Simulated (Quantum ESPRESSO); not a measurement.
# Core-hole calculation of the C K edge in HfC (Fm-3m), part 2 of 3

Aim: the near-edge shape at the C K edge of HfC (Fm-3m), and what the core hole does to it.

Quantum ESPRESSO 7.5; X-ray absorption near-edge structure, plane-wave PAW PBE, one-electron final states by a Lanczos continued fraction.

So far. Step 2 (Ground state of the crystal): The mesh shows no gap, so the system is treated as a metal and the core electron is put at the Fermi level (neutral cell). Step 3 (Spectrum without a core hole, C atom 2): Main maxima below 24 eV (height): 5.6 eV (1.21), 8.7 eV (1.11), 9.8 eV (1.26), 11.4 eV (2.15), 12.6 eV (2.21) and 13.2 eV (2.19). A K edge sees empty p states on the absorber.

The database entry behind the starting cell differs from later determinations by our own check (about 0.2 % long), so it need not match the best structure at ambient conditions.

### Step 6. The atom with a core hole

Level of this step: all-electron atom with a core hole and its PAW potential, PBE, scalar-relativistic (Quantum ESPRESSO).

The frozen core must hold the hole, so the absorber gets a data set of its own.

Input file C.pbe-n-kjpaw-1sch.ld1.in:

```
&input
   title='C', zed=6., rel=1, iswitch=3, dft='PBE',
   config='1s1 2s2 2p3'
/
&inputp
   file_pseudopw='C.pbe-n-kjpaw-1sch.UPF', author='',
   lpaw=.true.,
   pseudotype=3,
   lloc=-1,
   rcloc=0.9,
   which_augfun='PSQ',
   rmatch_augfun_nc=.true.,
   nlcc=.true.,
   new_core_ps=.true.,
   rcore=0.7,
   tm=.true.,
   zval=5,
   lgipaw_reconstruction=.true., use_paw_as_gipaw=.true.
/
4
2S  1  0  2.00  0.00  1.00  1.20  0.0
2S  1  0  0.00  3.00  1.00  1.20  0.0
2P  2  1  3.00  0.00  0.90  1.40  0.0
2P  2  1  0.00  0.05  0.90  1.40  0.0
```

Run with:

```
ld1.x < C.pbe-n-kjpaw-1sch.ld1.in > C.pbe-n-kjpaw-1sch.ld1.out
```

What it wrote:

```text
     [... banner and references ...]
PAW data will be used for GIPAW calculation
     --------------------------- All-electron run ----------------------------

     C
     scalar relativistic calculation

     atomic number is  6.00
     dft =PBE   lsd =0 sic =0 latt =0  beta=0.20 tr2=1.0E-14
     Exchange-correlation= PBE
                           (   1   4   3   4   0   0   0)
     mesh =1073 r(mesh) = 100.30751 a.u. xmin = -7.00 dx = 0.01250
     1 Ry =  13.60569312 eV, c = 137.03599908

     n l     nl                  e(Ry)          e(Ha)          e(eV)
     1 0     1S 1( 1.00)       -23.4640       -11.7320      -319.2436
     2 0     2S 1( 2.00)        -1.1962        -0.5981       -16.2757
     2 1     2P 1( 3.00)        -0.5604        -0.2802        -7.6246

     final scf error:  8.3E-15 reached in  33 iterations

     Etot =     -54.202028 Ry,     -27.101014 Ha,    -737.456164 eV

     Ekin =      53.964171 Ry,      26.982085 Ha,     734.219949 eV
     Encl =    -129.273525 Ry,     -64.636763 Ha,   -1758.855915 eV
     Eh   =      28.846477 Ry,      14.423239 Ha,     392.476314 eV
     Exc  =      -7.739151 Ry,      -3.869575 Ha,    -105.296512 eV

     normalization and overlap integrals

     s(1S/1S) =  1.000000  <r> =   0.2573  <r2> =    0.0891  r(max) =   0.1688
     s(1S/2S) = -0.000136
     s(2S/2S) =  1.000000  <r> =   1.4172  <r2> =    2.4371  r(max) =   1.0868
     s(2P/2P) =  1.000000  <r> =   1.4636  <r2> =    2.8156  r(max) =   0.9712

     ------------------------ End of All-electron run ------------------------

     --------------------- Generating PAW atomic setup --------------------

      Generating local potential from pseudized AE potential:
      Matching radius rcloc =   0.9000

[...]
(   1   4   3   4   0   0   0)
     mesh =1073 r(mesh) = 100.30751 a.u. xmin = -7.00 dx = 0.01250
     1 Ry =  13.60569312 eV, c = 137.03599908

     n l     nl                  e(Ry)          e(Ha)          e(eV)
[...]
final scf error:  8.3E-15 reached in  33 iterations

     Etot =     -54.202028 Ry,     -27.101014 Ha,    -737.456164 eV

     Ekin =      53.964171 Ry,      26.982085 Ha,     734.219949 eV
     Encl =    -129.273525 Ry,     -64.636763 Ha,   -1758.855915 eV
     Eh   =      28.846477 Ry,      14.423239 Ha,     392.476314 eV
     Exc  =      -7.739151 Ry,      -3.869575 Ha,    -105.296512 eV

     normalization and overlap integrals

     s(1S/1S) =  1.000000  <r> =   0.2573  <r2> =    0.0891  r(max) =   0.1688
     s(1S/2S) = -0.000136
     s(2S/2S) =  1.000000  <r> =   1.4172  <r2> =    2.4371  r(max) =   1.0868
     s(2P/2P) =  1.000000  <r> =   1.4636  <r2> =    2.8156  r(max) =   0.9712

     ------------------------ End of All-electron run ------------------------

     ---------------------- Testing the pseudopotential ----------------------

     C
     scalar relativistic calculation

     atomic number is  6.00   valence charge is  5.00
     dft = SLA  PW   PBX  PBC   lsd =0 sic =0 latt =0  beta=0.20 tr2=1.0E-14
     mesh =1073 r(mesh) = 100.30751 xmin = -7.00 dx = 0.01250

     n l     nl             e AE (Ry)        e PS (Ry)    De AE-PS (Ry)
     1 0     2S   1( 2.00)       -1.19625       -1.19626        0.00001
     2 1     2P   1( 3.00)       -0.56040       -0.56040        0.00000

     eps = 5.7E-17  iter =  4

     Etot =     -54.202028 Ry,     -27.101014 Ha,    -737.456164 eV
     Etotps =   -21.866405 Ry,     -10.933203 Ha,    -297.507603 eV

     Ekin =      19.284242 Ry,       9.642121 Ha,     262.375480 eV
     Encl =     -49.376826 Ry,     -24.688413 Ha,    -671.805944 eV
     Ehrt =      15.965327 Ry,       7.982664 Ha,     217.219341 eV
     Ecxc =      -7.739148 Ry,      -3.869574 Ha,    -105.296479 eV
     (Ecc =      -0.331590 Ry,      -0.165795 Ha,      -4.511508 eV)

     ---------------------- End of pseudopotential test ----------------------
```

Elapsed: 0.77 s, on 1 MPI rank of Intel Xeon 6975P-C (Granite Rapids), shared host; peak memory 0.12 GiB.

Removing the core electron and adding it to the valence shell costs the free atom 290.2 eV.

### Step 7. Supercell with XCH, C atom 2

The holes are 5.7 Å apart. The excited electron is kept in the cell, where it fills the lowest empty states and screens the hole.

Input file scf.in:

```
&control
   calculation='scf', prefix='x', pseudo_dir='../pp', outdir='tmp', tprnfor=.true.
/
&system
   ibrav=0, nat=12, ntyp=3, nbnd=60
   ecutwfc=46, ecutrho=360
   occupations='smearing', smearing='mv', degauss=0.015
/
&electrons
   conv_thr=1.2e-07, electron_maxstep=120
   mixing_beta=0.5
/
ATOMIC_SPECIES
Hf 1.0 Hf.pbe-spn-kjpaw.UPF
C0 1.0 C.pbe-n-kjpaw-1sch.UPF
C 1.0 C.pbe-n-kjpaw.UPF
CELL_PARAMETERS angstrom
  2.32500000 4.65000000 2.32500000
  4.65000000 -2.32500000 -2.32500000
  -2.32500000 4.65000000 -2.32500000
ATOMIC_POSITIONS crystal
Hf   0.75000000 0.00000000 0.75000000
Hf   0.25000000 0.33333333 0.91666667
Hf   0.75000000 0.66666667 0.08333333
Hf   0.75000000 0.33333333 0.41666667
Hf   0.25000000 0.66666667 0.58333333
Hf   0.25000000 0.00000000 0.25000000
C0   0.00000000 0.00000000 0.00000000
C    0.50000000 0.33333333 0.16666667
C    0.00000000 0.66666667 0.33333333
C    0.00000000 0.33333333 0.66666667
C    0.50000000 0.66666667 0.83333333
C    0.50000000 0.00000000 0.50000000
K_POINTS automatic
5 6 6 0 0 0
```

Run with:

```
OMP_NUM_THREADS=1 mpirun --oversubscribe --bind-to none -np 4 pw.x -nk 4 -in scf.in > scf.out
```

What it wrote:

```text
     [... banner and references ...]
[banner, memory and clock lines left out]
using ibrav=0 with symmetry is DISCOURAGED, use correct ibrav instead

     G-vector sticks info

     bravais-lattice index     =            0
     lattice parameter (alat)  =      10.7621  a.u.
     unit-cell volume          =    1017.7631 (a.u.)^3
     number of atoms/cell      =           12
     number of atomic types    =            3
     number of electrons       =        97.00
     number of Kohn-Sham states=           60
     kinetic-energy cutoff     =      46.0000  Ry
     charge density cutoff     =     360.0000  Ry
     scf convergence threshold =      1.2E-07
     mixing beta               =       0.5000
     number of iterations used =            8  plain     mixing
     Exchange-correlation= SLA  PW   PBX  PBC
                           (   1   4   3   4   0   0   0)

     celldm(1)=  10.762111  celldm(2)=   0.000000  celldm(3)=   0.000000
     celldm(4)=   0.000000  celldm(5)=   0.000000  celldm(6)=   0.000000

     crystal axes: (cart. coord. in units of alat)
               a(1) = (   0.408248   0.816497   0.408248 )
               a(2) = (   0.816497  -0.408248  -0.408248 )
               a(3) = (  -0.408248   0.816497  -0.408248 )

     reciprocal axes: (cart. coord. in units 2 pi/alat)
               b(1) = (  0.612372  0.612372  0.612372 )
               b(2) = (  0.816497  0.000000 -0.816497 )
               b(3) = ( -0.204124  0.612372 -1.020621 )

     PseudoPot. #1 for Hf:     Pseudo is Projector augmented-wave + core cor, Zval = 12.0

     ../pp/C.pbe-n-kjpaw-1sch.UPF
     Pseudo is Projector augmented-wave + core cor, Zval =  5.0
[...]
End of self-consistent calculation

          k = 0.0000 0.0000 0.0000 (  5345 PWs)   bands (ev):

   -45.7462 -45.7099 -45.7026 -45.7025 -45.6812 -45.6774 -14.8376 -14.6788
   -14.6604 -14.6178 -14.5908 -14.5834 -14.5684 -14.5104 -14.4725 -14.3339
   -14.3249 -14.3161 -14.2833 -14.2230 -14.2192 -14.1581 -14.1561 -14.1528
     2.5564   4.4809   6.0998   6.1424   6.1482   6.8335   9.1351  10.5053
    10.5268  11.2012  11.2566  11.8617  12.1186  12.2054  12.6657  12.7378
    12.7752  12.7817  13.1688  13.1947  13.3518  15.9140  15.9685  16.0081
    16.8422  16.8422  16.8424  18.0090  18.2213  18.8530  18.8531  18.9337
    18.9442  19.0913  19.1823  20.5591

     [... bands of 54 further k-points ...]

     the Fermi energy is    15.7955 ev

!    total energy              =   -4293.11258964 Ry
     total all-electron energy =   -181378.841912 Ry
     estimated scf accuracy    <       0.00000011 Ry
     smearing contrib. (-TS)   =      -0.00044522 Ry
     internal energy E=F+TS    =   -4293.11214441 Ry

     The total energy is F=E-TS. E is the sum of the following terms:
     one-electron contribution =     -36.09170526 Ry
     hartree contribution      =      79.51645147 Ry
     xc contribution           =    -277.74083663 Ry
     ewald contribution        =    -579.76150415 Ry
     one-center paw contrib.   =   -3479.03454984 Ry

     convergence has been achieved in  13 iterations

     Forces acting on atoms (cartesian axes, Ry/au):

     atom    1 type  1   force =    -0.00302353   -0.00884646   -0.00302353
     atom    2 type  1   force =     0.00737379    0.00174387    0.00189411
     atom    3 type  1   force =    -0.00737379   -0.00174387   -0.00189411
[...]
atom   11 type  3   force =     0.00011116    0.00000000   -0.00011116
     atom   12 type  3   force =    -0.00000000   -0.00000000    0.00000000

     Total force =     0.021108     Total SCF correction =     0.000145

     XML data file, charge density, pseudopotentials, collected wavefunctions
```

It took 78 s on 4 MPI ranks; peak memory 0.29 GiB.

Energy with the hole: -2467784.862 eV, cores included.

### Step 8. Spectrum with XCH, C atom 2

The Lanczos recursion gives the spectrum without computing empty bands; each polarisation needs a run of its own on the full k mesh. xe0 is set between filled and empty states, and states below it are cut, here at the Fermi level, which holds the excited electron. The file of filecore holds the core orbital, taken from the hole-free data set.

Input file xspectra.in:

```
&input_xspectra
   calculation='xanes_dipole', edge='K'
   prefix='x', outdir='tmp', xiabs=2, xe0=15.7955
   xonly_plot=.false., x_save_file='xanes.sav'
   xniter=3000, xcheck_conv=20, xerror=0.005
   xcoordcrys=.false., xepsilon(1)=1, xepsilon(2)=0, xepsilon(3)=0
/
&plot
   xnepoint=413, xemin=-10, xemax=45, terminator=.true., cut_occ_states=.true.
   xgamma=0.4
/
&pseudos
   filecore='../C.wfc'
/
&cut_occ
   cut_desmooth=0.1, cut_stepl=0.05, cut_stepu=0.05, cut_ierror=1e-5
/
6 6 6 0 0 0
```

xspectra_1.in, as its differences from xspectra.in of step 8:

```diff
@@ -5,3 +5,3 @@
    xniter=3000, xcheck_conv=20, xerror=0.005
-   xcoordcrys=.false., xepsilon(1)=1, xepsilon(2)=0, xepsilon(3)=0
+   xcoordcrys=.false., xepsilon(1)=0, xepsilon(2)=1, xepsilon(3)=0
 /
```

Run with:

```
OMP_NUM_THREADS=1 mpirun --oversubscribe --bind-to none -np 4 xspectra.x -nk 4 -in xspectra.in > xspectra.out
```

What it wrote:

```text
     [... banner and references ...]
Reading input_file

     calculation: xanes_dipole

     xepsilon  [cartesian coordinates]:   1.000000   0.000000   0.000000

     xonly_plot: FALSE
        => complete calculation: Lanczos + spectrum plot

     filecore (core-wavefunction file): ../C.wfc

     main plot parameters:
        cut_occ_states: TRUE
        gamma_mode:  constant
        -> using xgamma [eV]:  0.40
        xemin [eV]: -10.00
        xemax [eV]:  45.00
        xnepoint:  413
        xe0 [eV]:  15.795500 (energy zero read in input file)

     WARNING: variable ef_r is obsolete

                      Reading SCF save directory: x.save

     tmp/x.save/

     Exchange-correlation= PBE
                           (   1   4   3   4   0   0   0)

     G-vector sticks info

                           Getting the Fermi energy

     From SCF save directory:
        ehomo [eV]:   16.1291 (highest occupied level)
        elumo [eV]:   16.1817 (lowest occupied level)
        ef    [eV]:   16.1291

     -> ef (in eV) will be written in x_save_file

                           Energy zero of the spectrum

     -> ef will NOT be used as energy zero of the spectrum
       (because xe0 read in input file)

     G-vector sticks info

     bravais-lattice index     =            0
     lattice parameter (alat)  =      10.7621  a.u.
     unit-cell volume          =    1017.7631 (a.u.)^3
     number of atoms/cell      =           12
     number of atomic types    =            3
     number of electrons       =        97.00
     number of Kohn-Sham states=           60
     kinetic-energy cutoff     =      46.0000  Ry
     charge density cutoff     =     360.0000  Ry
     Exchange-correlation= PBE
                           (   1   4   3   4   0   0   0)

     celldm(1)=  10.762111  celldm(2)=   0.000000  celldm(3)=   0.000000
     celldm(4)=   0.000000  celldm(5)=   0.000000  celldm(6)=   0.000000

     crystal axes: (cart. coord. in units of alat)
               a(1) = (   0.408248   0.816497   0.408248 )
               a(2) = (   0.816497  -0.408248  -0.408248 )
               a(3) = (  -0.408248   0.816497  -0.408248 )

     reciprocal axes: (cart. coord. in units 2 pi/alat)
               b(1) = (  0.612372  0.612372  0.612372 )
               b(2) = (  0.816497  0.000000 -0.816497 )
               b(3) = ( -0.204124  0.612372 -1.020621 )

     PseudoPot. #1 for Hf:     Pseudo is Projector augmented-wave + core cor, Zval = 12.0

     ../pp/C.pbe-n-kjpaw-1sch.UPF
     Pseudo is Projector augmented-wave + core cor, Zval =  5.0
     Shape of augmentation charge: PSQ
     Using radial grid of 1073 points,  4 beta functions with:
                l(1) =   0
                l(2) =   0
                l(3) =   1
                l(4) =   1
     Q(r) pseudized with 0 coefficients

     ../pp/C.pbe-n-kjpaw.UPF
     Pseudo is Projector augmented-wave + core cor, Zval =  4.0
     Shape of augmentation charge: PSQ
     Using radial grid of 1073 points,  4 beta functions with:
                l(1) =   0
                l(2) =   0
                l(3) =   1
                l(4) =   1
     Q(r) pseudized with 0 coefficients

     atomic species   valence    mass     pseudopotential
     Hf               12.00     1.00000     Hf( 1.00)
     C0                5.00     1.00000     C ( 1.00)
     C                 4.00     1.00000     C ( 1.00)

      4 Sym. Ops., with inversion, found

   Cartesian axes

     site n.     atom                  positions (alat units)
         1        Hf     tau(   1) = (   0.0000000   1.2247449   0.0000000  )
         2        Hf     tau(   2) = (  -0.0000000   0.8164966  -0.4082483  )
         3        Hf     tau(   3) = (   0.8164966   0.4082483  -0.0000000  )
         4        Hf     tau(   4) = (   0.4082483   0.8164966   0.0000000  )
         5        Hf     tau(   5) = (   0.4082483   0.4082483  -0.4082483  )
         6        Hf     tau(   6) = (   0.0000000   0.4082483   0.0000000  )
         7        C0     tau(   7) = (   0.0000000   0.0000000   0.0000000  )
[...]
12        C      tau(  12) = (   0.0000000   0.8164966   0.0000000  )

     number of k points=   216  Marzari-Vanderbilt smearing, width (Ry)=  0.0150

     Number of k-points >= 100: set verbosity='high' to print them.

     Dense  grid:   117317 G-vectors     FFT dimensions: (  72,  72,  72)

     Smooth grid:    42851 G-vectors     FFT dimensions: (  48,  48,  48)

     The potential is recalculated from file :
     tmp/x.save/charge-density

     Starting wfcs are   84 atomic wfcs
     Checking if some PAW data can be deallocated...

               Reading core wavefunction file for the absorbing atom

     ../C.wfc successfully read

                              Attributing the PAW radii
                     for the absorbing atom [units: Bohr radius]

        PAW proj 1: r_paw(l= 0)= 1.80  (1.5*r_cut)
        PAW proj 2: r_paw(l= 0)= 1.80  (1.5*r_cut)
        PAW proj 3: r_paw(l= 1)= 2.10  (1.5*r_cut)
        PAW proj 4: r_paw(l= 1)= 2.10  (1.5*r_cut)

        NB: The calculation will not necessary use all these r_paw values.
            - For a edge in the electric-dipole approximation,
              only the r_paw(l=1) values are used.
            - For a K edge in the electric-quadrupole approximation,
              only the r_paw(l=2) values are used.

            - For a L2 or L3 edge in the electric-quadrupole approximation,

              all projectors (s, p and d) are used.

     init_gipaw_1: projectors nearly linearly dependent:
     ntyp =  1, l/n1/n2 =  1 2 1  0.99852334
     init_gipaw_1: projectors nearly linearly dependent:
     ntyp =  1, l/n1/n2 =  2 2 1  0.99895236
     init_gipaw_1: projectors nearly linearly dependent:
     ntyp =  3, l/n1/n2 =  1 2 1  0.99428698

                          Starting XANES calculation
                     in the electric dipole approximation

     Method of calculation based on the Lanczos recursion algorithm
        - STEP 1: Construction of a kpoint-dependent Lanczos basis,
          in which the Hamiltonian is tridiagonal (each 'iter'
          corresponds to the calculation of one more Lanczos vector)
        - STEP 2: Calculation of the cross-section as a continued fraction
          averaged over the k-points.

     ... Begin STEP 1 ...

        Radial transition matrix element(s) used in the calculation of the
        initial vector of the Lanczos basis (|tilde{phi}_abs> normalized)
        | For PAW proj. (l=1) #1: radial matrix element =   0.218918376
        | For PAW proj. (l=1) #2: radial matrix element =   0.251777661

NB: the    54 k-point are not all listed below because npool=  4
        |-------------------------------------------------------------
        ! k-point #     1:  ( 0.0000,  0.0000,  0.0000),  0.0093,   1
        |-------------------------------------------------------------
 okvan= T
        |   Norm of the initial Lanczos vector: 0.17033814E+00
        |   Estimated error at iter     20:   1.00675244
        |   Estimated error at iter     40:   0.46956224
        |   Estimated error at iter     60:   0.25981497
        |   Estimated error at iter     80:   0.25452776
        |   Estimated error at iter    100:   0.34173022
[...]
!   => CONVERGED at iter    360 with error=  0.00480864
        |-------------------------------------------------------------
        ! k-point #     2:  (-0.0340,  0.1021, -0.1701),  0.0093,   1
        |-------------------------------------------------------------
 okvan= T
        |   Norm of the initial Lanczos vector: 0.17033829E+00
[...]
!   => CONVERGED at iter    480 with error=  0.00384287
        |-------------------------------------------------------------
     [... 51 further k-points ...]
        ! k-point #    54:  ( 0.2041,  0.6124, -1.0206),  0.0093,   1
        |-------------------------------------------------------------
 okvan= T
        |   Norm of the initial Lanczos vector: 0.17033962E+00
[...]
|   Estimated error at iter    360:   0.01265120
        |   Estimated error at iter    380:   0.00919968
        |   Estimated error at iter    400:   0.00734226
        !   => CONVERGED at iter    420 with error=  0.00346831

     Results of STEP 1 successfully written in x_save_file
     x_save_file name:
     ->  xanes.sav
     x_save_file version:  2

     ... End STEP 1 ...

     ... Begin STEP 2 ...

     The spectrum is calculated using the following parameters:
        xe0 [eV]:   15.7955
        the occupied states are elimintate from the spectrum
        xemin [eV]: -10.00
        xemax [eV]:  45.00
        xnepoint:  413
        constant broadening parameter [eV]:    0.400
        Core level energy [eV]:  -284.2
         (from electron binding energy of neutral atoms in X-ray data booklet)

     Cross-section successfully written in xanes.dat

     ... End STEP 2 ...

                                END JOB XSpectra
```

It took 3.3 min on 4 MPI ranks; peak memory 0.2 GiB; 13 min of CPU time.

The C K spectrum, C atom 2, excited-electron core hole (neutral cell) (energy from the energy zero of the input (xe0, at the border of filled and empty states); intensity scaled to a mean of 1 over the first 20 eV; the points at xe0, where the cut of filled states can leave a spike, are interpolated):

```tsv
E (eV)	intensity
-2.0	0.05
-1.5	0.07
-1.0	0.10
-0.5	0.16
0.0	0.35
0.5	0.53
1.0	0.66
1.5	0.77
2.0	0.87
2.5	0.96
3.0	1.05
3.5	1.16
4.0	1.28
4.5	1.48
5.0	1.56
5.5	1.37
6.0	1.18
6.5	1.04
7.0	1.13
7.5	1.24
8.0	1.40
8.5	1.47
9.0	1.45
9.5	1.73
10.0	2.14
10.5	2.23
11.0	1.73
11.5	1.66
12.0	1.47
12.5	1.23
13.0	1.01
13.5	0.84
14.0	0.70
14.5	0.57
15.0	0.49
15.5	0.50
16.0	0.61
16.5	0.58
17.0	0.42
17.5	0.24
18.0	0.17
18.5	0.17
19.0	0.22
19.5	0.32
20.0	0.44
20.5	0.46
21.0	0.35
21.5	0.31
22.0	0.29
22.5	0.36
23.0	0.60
23.5	0.87
24.0	0.72
24.5	0.57
25.0	0.67
25.5	0.97
26.0	1.28
26.5	1.33
27.0	1.49
27.5	1.54
28.0	1.34
28.5	1.18
29.0	0.94
29.5	0.63
30.0	0.50
30.5	0.42
31.0	0.45
31.5	0.45
32.0	0.40
```

Main maxima below 24 eV (height): 5.0 eV (1.57), 10.3 eV (2.30), 11.6 eV (1.66), 16.2 eV (0.63), 20.3 eV (0.48) and 23.6 eV (0.87). A K edge sees empty p states; the first features are C p mixed into the empty d states of the Hf neighbours, and the broad ones above probably into the cations' higher empty bands.

The total-energy difference is 287.91 eV. One term is added: -6.71 eV, since the hole is spin-paired here and a spin-polarised one costs that much less in the free atom (computed apart). The photon energy is then 281.20 eV. The functional leaves an error of a few eV in such absolute values.

[end of part 2 of 3]

[Banner, clock and machine lines of the logs are left out without a mark of their own.]

[Logs are printed without paths, hosts, clocks, repeated set-up lines and the standing remarks that a program may print on its own settings, such as how far it seeks lower states.]

[Hosts, paths, dates, database ids (printed as entryN), source tags and the programs' standing remarks are cut or masked in the printed files.]

[Lists of maxima count a maximum above −3 eV only where it reaches 4 % of the highest in the window and stands out from its surroundings by 2 % of it (1.5 % where it reaches 55 %); shoulders and weaker maxima are passed over, and of the rest the first, up to two pre-edge ones and the few strongest are named.]
